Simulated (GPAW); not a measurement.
# Screening of a field by a 9-layer slab of Ca(110), part 2 of 2

Wanted: the out-of-plane polarisability of a 9-layer slab of Ca(110).

GPAW 26.7.0; GPAW, PAW setups; slab in vacuum, relaxation (the session's first sound run).

So far. Step 5 (In a field): The dipole is now -0.249 e Å, against -5.8e-4 in the run without a field.

### 8. In a field

File run.py:

```python
import json
import numpy as np
from ase import Atoms
from gpaw import GPAW, PW
from gpaw.external import ConstantElectricField

slab = Atoms(
    ['Ca', 'Ca', 'Ca', 'Ca', 'Ca', 'Ca', 'Ca', 'Ca', 'Ca'],
    positions=[
        [0.00000, 0.00000, 9.00000],
        [2.79000, 1.97283, 10.97283],
        [0.00000, 0.00000, 12.94566],
        [2.79000, 1.97283, 14.91848],
        [0.00000, 0.00000, 16.89356],
        [2.79000, 1.97283, 18.86677],
        [0.00000, -0.00000, 20.87184],
        [2.79000, 1.97283, 22.80063],
        [-0.00000, 0.00000, 24.70653]],
    cell=[[5.58, 0.0, 0.0], [0.0, 3.94566, 0.0], [0.0, 0.0, 33.78262]],
    pbc=[True, True, False])

slab.calc = GPAW(mode=PW(400), xc='PBE', kpts={'size': (6, 8, 1), 'gamma': True},
                 occupations={'name': 'fermi-dirac', 'width': 0.1}, nbands='160%',
                 convergence={'density': 1e-05}, maxiter=200,
                 poissonsolver={'dipolelayer': 'xy'},
                 external=ConstantElectricField(0.1, [0, 0, 1]),
                 symmetry={'tolerance': 1e-3}, txt='slab.txt')
result = {}
energy = slab.get_potential_energy()
fermi = slab.calc.get_fermi_level()
v = slab.calc.get_electrostatic_potential().mean((0, 1)) - fermi
n = slab.calc.get_pseudo_density().mean((0, 1))
L = slab.cell[2, 2]
z = np.arange(len(v)) * L / len(v)
low, high = slab.positions[:, 2].min(), slab.positions[:, 2].max()
below, above = np.interp([low - 6.8, high + 6.8], z, v)
slopes = [np.interp(x, z, np.gradient(v, z)) for x in (low - 6.8, high + 6.8)]
eps = np.array([[slab.calc.get_eigenvalues(k, s) for k in range(len(slab.calc.get_ibz_k_points()))]
                for s in range(slab.calc.get_number_of_spins())]) - fermi
top, bottom = eps[eps < 0].max(), eps[eps > 0].min()
dipole = slab.get_dipole_moment()[2]
print(f'energy {energy:.4f} eV, Fermi level {fermi:.4f} eV, dipole {dipole:.5f} e A')
print(f'potential 6.8 A off the faces, from the Fermi level: lower {below:.4f} eV, upper {above:.4f} eV')
print(f'slope of the potential there: lower {slopes[0]:.5f}, upper {slopes[1]:.5f} eV/A')
print(f'nearest levels on the mesh: {top:.4f} and {bottom:.4f} eV')
print('magnetic moment', round(slab.get_magnetic_moment(), 3))
result.update(energy=energy, fermi=fermi, dipole=dipole, below=below, above=above, slopes=slopes, edges=[top, bottom],
              z=z.tolist(), v=v.tolist(), n=n.tolist(), positions=slab.positions.tolist(),
              forces=slab.get_forces(apply_constraint=False).tolist(), moments=slab.get_magnetic_moments().tolist())
json.dump(result, open('result.json', 'w'))
```

The run is started by

```console
$ OMP_NUM_THREADS=1 OPENBLAS_NUM_THREADS=1 python run.py
```

Log:

```text
energy -16.6419 eV, Fermi level 0.4047 eV, dipole 0.24828 e A
potential 6.8 A off the faces, from the Fermi level: lower 3.8479 eV, upper 1.8073 eV
slope of the potential there: lower -0.00022, upper 0.00005 eV/A
nearest levels on the mesh: -0.0019 and 0.0015 eV
magnetic moment 0.0
```

Run time: 13 min. Hardware: 1 thread of Arm Neoverse V2, shared host; peak memory 0.81 GiB.

The electrostatic potential energy of an electron (without an applied field's), less the Fermi level, planar mean oscillates, so the rows of the table below give means over windows of 2.01 Å about each position, cut where the curve ends. Its maxima inside the range that stand out by 2 % of the span (Å: eV): 1.8: 3.85, 10.0: -0.296, 11.9: -0.356, 13.9: -0.568, 15.9: -0.769, 17.8: -0.978, 19.8: -1.04, 21.9: -1.50, 23.8: -1.92. Its minima: 9.0: -5.66, 10.9: -5.37, 13.0: -5.82, 14.9: -6.01, 16.9: -6.24, 18.9: -6.41, 20.9: -6.63, 22.8: -6.81, 24.7: -7.29.

Table of electrostatic potential energy of an electron (without an applied field's), less the Fermi level, planar mean by z; means over each step:

| z (Å) | electrostatic potential energy of an electron (without an applied field's), less the Fermi level, planar mean (eV) |
| --- | --- |
| 1.00 | 3.75 |
| 3.01 | 3.85 |
| 5.02 | 3.82 |
| 7.03 | 3.08 |
| 9.04 | -2.33 |
| 11.05 | -2.52 |
| 13.06 | -2.75 |
| 15.07 | -2.97 |
| 17.08 | -3.17 |
| 19.09 | -3.32 |
| 21.10 | -3.60 |
| 23.11 | -3.91 |
| 25.12 | -3.38 |
| 27.13 | 1.51 |
| 29.14 | 1.80 |
| 31.15 | 1.81 |
| 33.16 | 1.87 |

The dipole is now 0.248 e Å, against -5.8e-4 in the run without a field.

### 9. In a field

run.py, as its differences from that of step 8:

```diff
@@ -25,3 +25,3 @@
                  poissonsolver={'dipolelayer': 'xy'},
-                 external=ConstantElectricField(0.1, [0, 0, 1]),
+                 external=ConstantElectricField(0.2, [0, 0, 1]),
                  symmetry={'tolerance': 1e-3}, txt='slab.txt')
```

Log:

```text
energy -16.6791 eV, Fermi level 0.3973 eV, dipole 0.49744 e A
potential 6.8 A off the faces, from the Fermi level: lower 4.8912 eV, upper 0.8026 eV
slope of the potential there: lower -0.00041, upper 0.00003 eV/A
nearest levels on the mesh: -0.0017 and 0.0015 eV
magnetic moment 0.0
```

It took 17 min on 1 thread; peak memory 0.81 GiB.

The dipole is now 0.497 e Å, against -5.8e-4 in the run without a field.

### 10. In a field

run.py, as its differences from that of step 9:

```diff
@@ -25,3 +25,3 @@
                  poissonsolver={'dipolelayer': 'xy'},
-                 external=ConstantElectricField(0.2, [0, 0, 1]),
+                 external=ConstantElectricField(0.3, [0, 0, 1]),
                  symmetry={'tolerance': 1e-3}, txt='slab.txt')
```

Log:

```text
energy -16.7414 eV, Fermi level 0.3858 eV, dipole 0.74750 e A
potential 6.8 A off the faces, from the Fermi level: lower 5.9491 eV, upper -0.1946 eV
slope of the potential there: lower -0.00078, upper 0.00002 eV/A
nearest levels on the mesh: -0.0014 and 0.0018 eV
magnetic moment 0.0
```

It took 14 min on 1 thread; peak memory 0.81 GiB.

The dipole is now 0.747 e Å, against -5.8e-4 in the run without a field.

### 11. The series

The members are put on one axis.

This step: induced dipole against applied field (GPAW 26.7.0).

The dipole along the normal by field:

| field (V/Å) | dipole along the normal (e·Å) |
| --- | --- |
| -0.200 | -0.499 |
| -0.100 | -0.249 |
| -0.050 | -0.125 |
| 0.000 | -5.8e-4 |
| 0.050 | 0.124 |
| 0.100 | 0.248 |
| 0.200 | 0.497 |
| 0.300 | 0.747 |

### 12. A changed run

One more run, with changed settings.

This step: GPAW, PAW setups; slab in vacuum (GPAW 26.7.0).

run.py, as its differences from that of step 10:

```diff
@@ -4,3 +4,2 @@
 from gpaw import GPAW, PW
-from gpaw.external import ConstantElectricField
 
@@ -22,6 +21,5 @@
 slab.calc = GPAW(mode=PW(400), xc='PBE', kpts={'size': (6, 8, 1), 'gamma': True},
-                 occupations={'name': 'fermi-dirac', 'width': 0.1}, nbands='160%',
-                 convergence={'density': 1e-05}, maxiter=200,
+                 occupations={'name': 'fermi-dirac', 'width': 2.0}, nbands='160%',
+                 convergence={'density': 1e-05}, maxiter=50,
                  poissonsolver={'dipolelayer': 'xy'},
-                 external=ConstantElectricField(0.3, [0, 0, 1]),
                  symmetry={'tolerance': 1e-3}, txt='slab.txt')
```

Log:

```text
gpaw.KohnShamConvergenceError
```

The job ended after 25 min (1 thread; peak memory 0.68 GiB).

The run stopped without converging, so none of its numbers is a property of the system.

The fault put into the input: a smearing of electronvolts, under a cap of 50 iterations, which ended the run (width = 2.0).

### 13. Summary of results

| Quantity | Value |
| --- | --- |
| work function, both faces | 2.82 eV |
| dipole along the normal | -5.8e-4 e Å |
| induced dipole per field | 2.49 e Å per V/Å |
| out-of-plane polarisability per area, α/(ε0 A) | 20.5 Å |

What this shows: The field induces 2.49 e Å per V/Å, a polarisable thickness α/(ε0 A) of 20.5 Å beside 15.7 Å between the outermost nuclei. A perfect conductor would give the distance between its two image planes; a dielectric of thickness t gives t(1 - 1/ε). The measured value for polycrystalline Ca, which weights the faces of low work function, is 2.87 eV (as compiled in "Anisotropic work function of elemental crystals", 2019, arxiv:1902.07811); the relaxed upper face lies 0.049 eV under it with PBE. Measured work functions scatter by a tenth of an eV or more between methods. The induced dipole is linear in the field over this range. The small printed dipole stands for a step of 4.8 meV from the lower to the upper face, and the probes find 4.8 meV; values this small are near the numerical noise of both. The in-plane lattice was kept as typed, which isn't the functional's own and leaves some strain; spin-orbit coupling and temperature are left out.

[Logs are printed without paths, hosts, clocks, repeated set-up lines and the standing remarks that a program may print on its own settings, such as how far it seeks lower states.]

[Hosts, paths, dates, database ids (printed as entryN), source tags and the programs' standing remarks are cut or masked in the printed files.]
